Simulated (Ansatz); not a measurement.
# What SrPbSe3 (model cell, started as cubic perovskite with Pb in the octahedra) distorts into, part 3 of 3

Aim: this structure of SrPbSe3 (model cell, started as cubic perovskite with Pb in the octahedra) is to be tested for unstable modes, and one is followed downhill.

Ansatz 0.2.0; DFT PBE, scalar-relativistic, plane waves, PAW; PAW set soft_1.

So far. Step 5 (Energy along the mode, all amplitudes (two of the runs …): The lowest of the steps tried is at 0.45 Å, 61.8 meV/atom below the parent; the bottom of the well need not coincide with a step. Step 7 (The new phase in its own primitive cell): The largest force component left is 0.84 meV/Å and the pressure is 0.002 GPa, within the tolerances set. The cell now holds 34.36 Å³/atom. The relaxed cell has a = 7.604, c = 10.294 Å (conventional setting).

The structure was built from a prototype and need not be the compound's stable phase.

**8. Modes of the new phase, k-mesh 6×6×6**

A relaxed structure may still be a saddle point, so its zone-centre modes are computed. No field response is asked, since the mesh shows no gap.

input.yaml

```yaml
crystal:
  lattice:
    - [3.8018177842, 2.1949805211, 3.4312634722]
    - [-3.8018177842, 2.1949805211, 3.4312634722]
    - [0.0, -4.3899610422, 3.4312634722]
  atoms:
    - { symbol: Sr, position: [0.0601490746, 0.0601490746, 0.0601490746] }
    - { symbol: Pb, position: [0.5275888251, 0.5275888251, 0.5275888251] }
    - { symbol: Se, position: [0.442656117, 0.0067103167, 0.442656117] }
    - { symbol: Se, position: [0.0067103167, 0.442656117, 0.442656117] }
    - { symbol: Se, position: [0.442656117, 0.442656117, 0.0067103167] }
kpoints:
  mp_grid: { grid: [6, 6, 6] }
hamiltonian:
  xc: pbe
  pseudopotentials: { kind: paw, azcp: { folder: soft_1 } }
scf:
  occupations: { method: methfessel_paxton, width: 0.2 }
output:
  eigenvalues: true
phonons:
  method: dfpt
```

The run is started by

```console
> ansatz run input.yaml --threads 4 --pin off --max-ram 16384MiB --backend cpu --events-out ev --progress --plain --runs-dir out
```

Numbers of over 12 decimals in the logs are rounded to 6 here.

What it wrote:

```text
[...]
Crystal: 5 atoms, lattice volume = 171.802 Å³
Basis set: ecut = 420 eV, 3365 PW (Γ), exchange–correlation on 80×80×80 points (8 copies of the dense FFT grid, shifted against one another)
Bands: 44, of which v1, the nominal top of the filled ones, is band 36 counted from 1 (35 counted from 0)
Symmetry: 6 space group operations
k-points: 112 of 216 (irreducible under 1 space group operation, time reversal used)
[...]
SCF iter   1: F=—  HF=-31865.417749 eV  |F-HF|=—  |Δ(HF+E_count)|=         —  Δρ=3.45e-2  dr2=5.75e0  ethr=3.10e-3  ⟨swp⟩=7.9  Hψ=23561  notcnv=0
[...]
SCF iter  12: F=-31863.404497 eV  HF=-31863.404497 eV  |F-HF|=7.28e-12  |Δ(HF+E_count)|=  1.02e-10  S|Δr|=    0.00e0  Δρ=6.94e-8  dr2=7.96e-12  ethr=1.00e-12  ⟨swp⟩=16.6  Hψ=33244  notcnv=0
SCF 1 converged in 12 iterations: F = -31863.404497 eV  dr2 = 7.96e-12
[...]
DFPT response loops at Γ: preconditioner auto → Kerker (q_TF=auto, 2.360 Å⁻¹) (partly filled bands, converged f_vac=0.147); β = 1.00, the filter's whole step (`scf.mixing.beta` (0.50) is not read by the response loops under this deck's `scf.mixing.preconditioner`; to damp them name `kerker` or `kerker_dos`, under which they read `scf.mixing.beta`, and type it under 1.00, their step now; both keys bind the ground state too); Broyden in place of MSR1
SCF converged after 12 iterations
[...]
Free energy (F): -31863.404497 eV
[...]
Internal energy: -31863.405676 eV  (E = F + TS)
E sigma→0 (E₀):  -31863.404791 eV
Entropy (-TS):   0.001179 eV (0.236 meV/atom)
Fermi energy:    5.687637 eV
[...]
--- Band table (eV; the first three rows and the last of 112) ---
  k-point 0: bands = [... 32 lower, 4.3826, 4.7754, 5.3414, 5.3414, 5.3915, 7.7355, 8.8340, 9.4093, ... 4 higher]
  k-point 1: bands = [... 32 lower, 4.3275, 4.6713, 5.1605, 5.3145, 5.4077, 8.0997, 8.9511, 9.5065, ... 4 higher]
  k-point 2: bands = [... 32 lower, 4.1273, 4.6717, 4.9525, 5.3426, 5.6532, 8.8718, 9.2051, 9.7178, ... 4 higher]
  k-point 111: bands = [... 32 lower, 4.9885, 5.5153, 5.5153, 6.0406, 6.2495, 8.3454, 8.5722, 8.5722, ... 4 higher]
--- Phonons (Γ-DFPT): 6 representative perturbations + reference, on 112 of 216 k-points (Σ response iterations 21) ---
  k mesh reduced under 1 symmetry operation, with k and −k counted as one. Each operation leaves every solved perturbation unchanged. A smaller set is not used because it would not reduce the number of displacements times k-points to solve
  ASR residual: 1.709e-4 → 0.000e0 eV/Å²; symmetrization residual: 1.658e-5 eV/Å²
  ASR residual per site (eV/Å²): 1.71e-4 9.02e-5 1.57e-5 1.57e-5 1.81e-5
[...]
non-analytic LO–TO correction: not included (Born effective charges unavailable; polar crystals: no LO–TO splitting at Γ)
```

It took 3.5 min on 4 threads of Arm Neoverse V1, shared host; peak memory 2.6 GiB.

Numbers from this step:

* sum-rule residual before enforcement: 1.71e-4 eV/Å²
* point group: 3m
* highest optical mode at the zone centre (no LO-TO term): 165.6 cm⁻¹
* lowest optical zone-centre mode: -73.47 cm⁻¹

Patterns of degenerate modes are one choice out of their space. Modes at Γ, with each element's share of the kinetic energy (negative means imaginary):

```
mode  frequency (cm⁻¹)  symmetry  Sr %  Pb %  Se %
   1             -73.5        A2     0     0   100
   2             -65.9         E    35     1    64
   3             -65.9         E    35     1    64
   4               0.0  acoustic    16    39    45
   5               0.0  acoustic    16    39    45
   6               0.0  acoustic    16    39    45
   7              45.8         E    31    38    32
   8              45.8         E    31    38    32
   9              48.0        A1    20    52    28
  10             101.2         E    17     0    83
  11             101.2         E    17     0    83
  12             125.4        A1    59     3    38
  13             147.3         E     1    23    77
  14             147.3         E     1    23    77
  15             165.6        A1     4     7    89
```

Displacements in mode 1 (-73.5 cm⁻¹), the largest set to 1:
```
Sr1  0.00  0.00  0.00
Pb2  0.00  0.00  0.00
Se3 -0.50 -0.87  0.00
Se4 -0.50  0.87  0.00
Se5  1.00  0.00  0.00
```

Displacements in mode 10 (101.2 cm⁻¹), the largest set to 1:
```
Sr1  0.64  0.07  0.00
Pb2  0.00  0.00  0.00
Se3 -0.36  0.27 -0.87
Se4 -0.43 -0.29  1.00
Se5  0.09 -0.07 -0.13
```

Before it was imposed, the acoustic sum rule was missed by 1.7e-4 eV/Å². Small misses are needed for a sound result but don't prove that mesh and cutoff are converged. The lowest optical mode is imaginary, 73.5i cm⁻¹, so the energy falls along it.

**9. Summary of results**

```yaml
unstable_mode_of_the_parent: q = (0, 0, 0), 81i cm⁻¹
depth_at_the_lowest_point_sampled: 61.8 meV/atom
largest_atomic_shift_at_that_point: 0.45 Å
space_group_reached_within_0p01_a: R3m
energy_gained_over_the_parent_first_relaxation_on_the_mesh_of_the_frozen_mode: 91.6 meV/atom
volume_per_atom_phase_reached: 34.4 Å³
lowest_optical_zone_centre_mode_phase_reached: -73.5 cm⁻¹
highest_optical_mode_at_the_zone_centre_no_lo_to_term_phase_reached: 166 cm⁻¹
```

What this shows: Along this mode the structure falls into R3m, 91.6 meV/atom below the parent. At the parent's cell the well is 61.76 meV/atom deep on the steps tried, with its lowest point at a shift of 0.45 Å. Relaxing atoms and cell changes the gain by +29.81 meV/atom against the lowest step (energies at zero smearing). The new phase still has an imaginary mode at the zone centre of its cell, so it is a saddle point on the way to a lower structure. Of the 4 patterns followed to their end from this parent, this one ends 120 meV/atom above the lowest, Pmma. Each path keeps the symmetry of its pattern, so a lower phase may lie along a pattern not tried. With no gap, or one that is small against the smearing, the frequencies hang on the k mesh and the smearing, most of all near Kohn anomalies. Spin-orbit coupling is left out, which can matter for the heavy elements here. A phonon run warned that its eigensolver left some bands unconverged in a pass. The starting cell was built on a prototype and not taken from a measurement, so the phase need not exist.

[Logs are printed without paths, hosts, clocks, repeated set-up lines and the standing remarks that a program may print on its own settings, such as how far it seeks lower states.]

[Hosts, paths, dates, database ids (printed as entryN), source tags and the programs' standing remarks are cut or masked in the printed files.]
